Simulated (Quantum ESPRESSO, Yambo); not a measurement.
# CdF2 (Fm-3m): G0W0 in Yambo against the bands, part 2 of 2

Aim: move the bands of a G0W0 run on CdF2 (Fm-3m) over a wide range.

Yambo 5.3.0; PBE and many-body steps on it, plane waves. Known limits of the many-body steps: not at the basis limit; d shell near the gap, gap tends to lie low; no spin-orbit coupling; coarse k mesh.

So far. Step 4 (133 bands): Against the run before, the gap moves by +0.007 eV.

## Step 5: 231 bands

Level of this step: G0W0 on PBE, plane waves, norm-conserving pseudopotentials (Yambo).

gw4.in reads:

```
HF_and_locXC
gw0
dyson
ppa
em1d
rim_cut
RandQpts= 1000000
RandGvec= 1 RL
EXXRLvcs= 94 Ry
VXCRLvcs= 376 Ry
Chimod= "HARTREE"
% BndsRnXp
 1 | 231 |
%
NGsBlkXp= 15.5 Ry
% LongDrXp
 1 | 1 | 1 |
%
% GbndRnge
 1 | 231 |
%
DysSolver= "n"
ExtendOut
PPAPntXp= 27.21138 eV
% QPkrange
 8 | 8 | 16 | 19 |
 1 | 1 | 16 | 19 |
%
```

Launch:

```
OMP_NUM_THREADS=1 mpirun -n 8 yambo -F gw4.in -J gw4 -C gw4 > gw4.log
```

What it wrote:

```text
 Yambo, version 5.3.0

 [02] CORE Variables Setup
 =========================

  [... cell, symmetries and grids as in the set-up ...]

  [02.05] Energies & Occupations
  ==============================

  [X] === General ===
  [X] Electronic Temperature                        :  0.000000  0.000000 [eV K]
  [X] Bosonic    Temperature                        :  0.000000  0.000000 [eV K]
  [X] Finite Temperature mode                       : no
  [X] El. density                                   :  0.86947E+24 [cm-3]
[...]
QP @ state[ 1 ] b range                          :  16  19
   QP @ state[ 2 ] K range                          :   8   8
   QP @ state[ 2 ] b range                          :  16  19
   GF energies kind                                 : Perdew, Burke & Ernzerhof(X)+Perdew, Burke & Ernzerhof(C)
   GF WF`s kind                                     : Perdew, Burke & Ernzerhof(X)+Perdew, Burke & Ernzerhof(C)
   Xs energies kind                                 : Perdew, Burke & Ernzerhof(X)+Perdew, Burke & Ernzerhof(C)
   Xs WF`s kind                                     : Perdew, Burke & Ernzerhof(X)+Perdew, Burke & Ernzerhof(C)

 [11] Game Over & Game summary
```

Run time: 1.9 min. Hardware: 8 MPI ranks of Arm Neoverse V2, shared host; peak memory 3.7 GiB; 15 min of CPU time.

This step gave:

* G0W0 gap on the points computed: 5.405 eV
* starting gap on the mesh: 3.124 eV
* k of the valence top: 0.25, -0.5, -0.25
* k of the conduction bottom: 0, 0, 0
* least direct G0W0 gap on the computed points: 6.168 eV

Against the run before, the gap moves by +0.060 eV.

## Step 6: 347 bands

gw5.in, as its differences from gw4.in of step 5:

```diff
@@ -12,3 +12,3 @@
 % BndsRnXp
- 1 | 231 |
+ 1 | 347 |
 %
@@ -19,3 +19,3 @@
 % GbndRnge
- 1 | 231 |
+ 1 | 347 |
 %
```

Launch:

```
OMP_NUM_THREADS=1 mpirun -n 8 yambo -F gw5.in -J gw5 -C gw5 > gw5.log
```

What it wrote:

```text
 Yambo, version 5.3.0

 [02] CORE Variables Setup
 =========================

  [... cell, symmetries and grids as in the set-up ...]

  [02.05] Energies & Occupations
  ==============================

  [X] === General ===
  [X] Electronic Temperature                        :  0.000000  0.000000 [eV K]
  [X] Bosonic    Temperature                        :  0.000000  0.000000 [eV K]
  [X] Finite Temperature mode                       : no
  [X] El. density                                   :  0.86947E+24 [cm-3]
[...]
QP @ state[ 1 ] b range                          :  16  19
   QP @ state[ 2 ] K range                          :   8   8
   QP @ state[ 2 ] b range                          :  16  19
   GF energies kind                                 : Perdew, Burke & Ernzerhof(X)+Perdew, Burke & Ernzerhof(C)
   GF WF`s kind                                     : Perdew, Burke & Ernzerhof(X)+Perdew, Burke & Ernzerhof(C)
   Xs energies kind                                 : Perdew, Burke & Ernzerhof(X)+Perdew, Burke & Ernzerhof(C)
   Xs WF`s kind                                     : Perdew, Burke & Ernzerhof(X)+Perdew, Burke & Ernzerhof(C)

 [11] Game Over & Game summary
```

Run time: 3 min. Hardware: 8 MPI ranks; peak memory 4.6 GiB; 23 min of CPU time.

Numbers from this step:

```yaml
g0w0_gap_on_the_points_computed: 5.445 eV
starting_gap_on_the_mesh: 3.124 eV
k_of_the_valence_top: 0.25, -0.5, -0.25
k_of_the_conduction_bottom: 0, 0, 0
least_direct_g0w0_gap_on_the_computed_points: 6.209 eV
```

Against the run before, the gap moves by +0.040 eV.

## Step 7: 478 bands

gw6.in, as its differences from gw5.in of step 6:

```diff
@@ -12,3 +12,3 @@
 % BndsRnXp
- 1 | 347 |
+ 1 | 478 |
 %
@@ -19,3 +19,3 @@
 % GbndRnge
- 1 | 347 |
+ 1 | 478 |
 %
```

Launch:

```
OMP_NUM_THREADS=1 mpirun -n 8 yambo -F gw6.in -J gw6 -C gw6 > gw6.log
```

What it wrote:

```text
 Yambo, version 5.3.0

 [02] CORE Variables Setup
 =========================

  [... cell, symmetries and grids as in the set-up ...]

  [02.05] Energies & Occupations
  ==============================

  [X] === General ===
  [X] Electronic Temperature                        :  0.000000  0.000000 [eV K]
  [X] Bosonic    Temperature                        :  0.000000  0.000000 [eV K]
  [X] Finite Temperature mode                       : no
  [X] El. density                                   :  0.86947E+24 [cm-3]
[...]
QP @ state[ 1 ] b range                          :  16  19
   QP @ state[ 2 ] K range                          :   8   8
   QP @ state[ 2 ] b range                          :  16  19
   GF energies kind                                 : Perdew, Burke & Ernzerhof(X)+Perdew, Burke & Ernzerhof(C)
   GF WF`s kind                                     : Perdew, Burke & Ernzerhof(X)+Perdew, Burke & Ernzerhof(C)
   Xs energies kind                                 : Perdew, Burke & Ernzerhof(X)+Perdew, Burke & Ernzerhof(C)
   Xs WF`s kind                                     : Perdew, Burke & Ernzerhof(X)+Perdew, Burke & Ernzerhof(C)

 [11] Game Over & Game summary
```

Run time: 4 min. Hardware: 8 MPI ranks; peak memory 5.5 GiB.

This step gave:

| Quantity | Value |
| --- | --- |
| G0W0 gap on the points computed | 5.469 eV |
| starting gap on the mesh | 3.124 eV |
| k of the valence top | 0.25, -0.5, -0.25 |
| k of the conduction bottom | 0, 0, 0 |
| least direct G0W0 gap on the computed points | 6.234 eV |

Against the run before, the gap moves by +0.024 eV.

## Step 8: Side by side

Times are wall times on 8 MPI ranks of Arm Neoverse V2, shared host, good to a factor of about two.

| run | mesh | bands | screening cutoff (eV) | DFT gap (eV) | gap on the mesh (eV) | direct (eV) | time |
| --- | --- | --- | --- | --- | --- | --- | --- |
| 43 bands | 4×4×4 | 43 | 210.9 | 3.124 | 5.562 | 6.348 | 24 s |
| 74 bands | 4×4×4 | 74 | 210.9 | 3.124 | 5.339 | 6.102 | 40 s |
| 133 bands | 4×4×4 | 133 | 210.9 | 3.124 | 5.346 | 6.108 | 69 s |
| 231 bands | 4×4×4 | 231 | 210.9 | 3.124 | 5.405 | 6.168 | 1.9 min |
| 347 bands | 4×4×4 | 347 | 210.9 | 3.124 | 5.445 | 6.209 | 3 min |
| 478 bands | 4×4×4 | 478 | 210.9 | 3.124 | 5.469 | 6.234 | 4 min |

## Step 9: Results

* 43 bands: 5.562 eV
* 74 bands: 5.339 eV
* 133 bands: 5.346 eV
* 231 bands: 5.405 eV
* 347 bands: 5.445 eV
* 478 bands: 5.469 eV
* known limits: not at the basis limit; d shell near the gap, gap tends to lie low; no spin-orbit coupling; coarse k mesh

**Reading.** The setting moved: bands. From 43 bands to 478 bands the gap moves by −0.09 eV, for 10 times the time, not steadily: it passes through 5.34 eV. The last step still moves it by +0.024 eV. Bands and screening cutoff are coupled, so a series along one setting does not show full convergence. Bands and cutoff are finite, so the gap is not at the basis limit. The miss can reach some tenths of an eV and take either sign; the mesh is an error of its own. In the G0W0 runs levels were corrected at 2 k points alone, so a gap called «on the mesh» is the least over those, and an edge elsewhere would be missed. The 4×4×4 mesh is coarse for this cell, which bears on the long-range parts of exchange and screening. A d shell, filled or nearly so, lies near the gap. One-shot GW converges very slowly in bands there, not always from below, and on a semilocal start the gap tends to come out low; starts rich in exact exchange can overshoot instead. The many-body steps are scalar-relativistic: spin-orbit coupling is not in them.

[Paths, hosts, dates, memory and timing lines, banners, echoed tables and standing remarks are left out of the program output.]

[Logs are printed without paths, hosts, clocks, repeated set-up lines and the standing remarks that a program may print on its own settings, such as how far it seeks lower states.]

[Runs of the session that timed out or met a known fault of the program may be left out.]

[Hosts, paths, dates, database ids (printed as entryN), source tags and the programs' standing remarks are cut or masked in the printed files.]
